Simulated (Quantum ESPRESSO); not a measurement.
**Fixed-spin-moment curve of FeSb**

Aim: the energy of FeSb as a function of the total spin moment of its primitive cell.

Program: Quantum ESPRESSO 7.5. Level of theory: LDA; plane waves with GBRV 1.5 LDA potentials, no spin-orbit coupling. Results are calculated unless marked as measured.

This is a report of a sequence of runs, with most program output left out.

The database entry behind the starting cell differs from later determinations by our own check (0.1 to 0.3 % short, probably kX units), so it need not match the best structure at ambient conditions.

### 1. Set-up

Symmetry: P6_3/mmc, No. 194, hexagonal system. The conventional cell has a = 4.060 Å, b = 4.060 Å, c = 5.130 Å, α = 90.00°, β = 90.00°, γ = 120.00°. Fe has 2 Fe at 2.56 Å and 6 Sb at 2.67 Å nearest. Nearest to Sb lie 6 Fe at 2.67 Å. Farther neighbours are not listed.

The cell comes from the Crystallography Open Database.

### 2. No moment imposed

pw.in

```
&CONTROL
  calculation = 'scf'
  prefix = 'pwscf'
  outdir = './tmp'
  pseudo_dir = './pseudo'
  disk_io = 'nowf'
  tprnfor = .true.
  tstress = .true.
/
&SYSTEM
  ibrav = 0
  celldm(1) = 8
  nat = 4
  ntyp = 2
  ecutwfc = 40
  ecutrho = 280
  nbnd = 43
  occupations = 'smearing'
  smearing = 'fd'
  degauss = 0.00367493
  nspin = 2
  starting_magnetization(1) = 0.175
  starting_magnetization(2) = 0
/
&ELECTRONS
  conv_thr = 8d-09
  electron_maxstep = 150
  mixing_beta = 0.3
/
ATOMIC_SPECIES
Fe     55.8450 fe_lda_v1.5.uspp.F.UPF
Sb    121.7600 sb_lda_v1.4.uspp.F.UPF
CELL_PARAMETERS alat
   0.9590360082476    0.0000000000000    0.0000000000000
  -0.4795180041238    0.8305495462947    0.0000000000000
   0.0000000000000    0.0000000000000    1.2117868774163
ATOMIC_POSITIONS crystal
Fe      0.0000000000    0.0000000000    0.0000000000
Fe      0.0000000000    0.0000000000    0.5000000000
Sb      0.3333333333    0.6666666667    0.2500000000
Sb      0.6666666667    0.3333333333    0.7500000000
K_POINTS automatic
8 8 8 0 0 0
```

Launch:

```bash
$ OMP_NUM_THREADS=1 mpirun -n 4 pw.x -nk 4 -in pw.in > pw.out
```

Wall time 54 s (4 MPI ranks of Arm Neoverse V1, shared host); peak memory 0.54 GiB.

Spin moment in the atom's sphere by atom:

```tsv
atom	spin moment in the atom's sphere (μB)
Fe1	1.59
Fe2	1.59
Sb3	-0.06
Sb4	-0.06
```

This step gave:

| Item | Value |
| --- | --- |
| smearing term TS | 0.03964 eV |
| pressure | -12.24 GPa |
| magnetization | 2.99 μB |
| absolute magnetization | 3.498 μB |
| final state | ferromagnetic |

### 3. Moment fixed at 0 μB

The two spin channels are filled to separate Fermi energies, so that the total moment meets the target. Half of the up one less the down one is the slope dE/dM.

Edit pw.in of step 2 so:

```diff
@@ -21,4 +21,5 @@
   nspin = 2
-  starting_magnetization(1) = 0.175
+  starting_magnetization(1) = 0.0088
   starting_magnetization(2) = 0
+  tot_magnetization = 0
 /
```

The job ended after 47 s (4 MPI ranks; peak memory 0.55 GiB).

Read from the output:

```yaml
magnetization: 0 μB
absolute_magnetization: 0 μB
half_the_difference_of_the_two_fermi_energies: -0.1 meV
largest_moment: 0 μB
```

### 4. Moment fixed at 0.419 μB

Edit pw.in of step 3 so:

```diff
@@ -21,5 +21,5 @@
   nspin = 2
-  starting_magnetization(1) = 0.0088
+  starting_magnetization(1) = 0.0131
   starting_magnetization(2) = 0
-  tot_magnetization = 0
+  tot_magnetization = 0.419
 /
```

It took 47 s on 4 MPI ranks; peak memory 0.55 GiB; 3.2 min of CPU time.

Spin moment in the atom's sphere by atom:

```tsv
atom	spin moment in the atom's sphere (μB)
Fe1	0.261
Fe2	0.261
Sb3	-0.022
Sb4	-0.022
```

Numbers from this step:

* magnetization: 0.419 μB
* absolute magnetization: 0.636 μB
* half the difference of the two Fermi energies: -79.1 meV

### 5. Moment fixed at 0.838 μB

Edit pw.in of step 4 so:

```diff
@@ -21,5 +21,5 @@
   nspin = 2
-  starting_magnetization(1) = 0.0131
+  starting_magnetization(1) = 0.0262
   starting_magnetization(2) = 0
-  tot_magnetization = 0.419
+  tot_magnetization = 0.838
 /
```

Elapsed: 50 s, on 4 MPI ranks; peak memory 0.55 GiB; 3.3 min of CPU time.

Numbers from this step:

```
magnetization                                 : 0.838 μB
absolute magnetization                        : 1.223 μB
half the difference of the two Fermi energies : -130.5 meV
largest moment                                : 0.5099 μB
```

### 6. E(M)

The runs not shown differ in the target, the start and the number of states alone. The point at 2.99 μB is the free run, entered with slope zero.

Energy over the lowest against total spin moment:

```tsv
total spin moment (μB a cell)	energy over the lowest (meV a cell)
0.00	260
0.42	243
0.84	198
1.26	140
1.68	84.6
2.10	39.3
2.51	11.4
2.93	0.190
2.99	0
3.35	8.14
3.77	42.0
4.19	106
```

The dE/dM by total spin moment:

```tsv
total spin moment (μB a cell)	dE/dM (meV/μB)
0.00	-0.0561
0.42	-79.1
0.84	-131
1.26	-140
1.68	-120
2.10	-92.1
2.51	-45.6
2.93	-6.64
2.99	0
3.35	45.6
3.77	119
4.19	185
```

The largest site moment by total spin moment:

```tsv
total spin moment (μB a cell)	largest site moment (μB)
0.00	3.5e-5
0.42	0.261
0.84	0.510
1.26	0.742
1.68	0.956
2.10	1.16
2.51	1.36
2.93	1.56
2.99	1.59
3.35	1.75
3.77	1.93
4.19	2.11
```

### 7. Results

```
moment of the free run      : 2.99 μB a cell
energy at zero total moment : 260 meV a cell over the lowest
```

**Reading.** At zero total moment the site moments vanish, so the 260 meV a cell is the energy of forming them. The points show one minimum alone. All runs start parallel; opposed orders may lie lower.

[Logs and program files are shortened in this print: banners, set-up blocks, solver, clock and traceback lines can be left out without a mark of their own.]

[Logs are printed without paths, hosts, clocks, repeated set-up lines and the standing remarks that a program may print on its own settings, such as how far it seeks lower states.]

[Hosts, paths, dates, database ids (printed as entryN), source tags and the programs' standing remarks are cut or masked in the printed files.]

[Where a cell is said to come from a database of computed structures, the database is the Materials Project.]
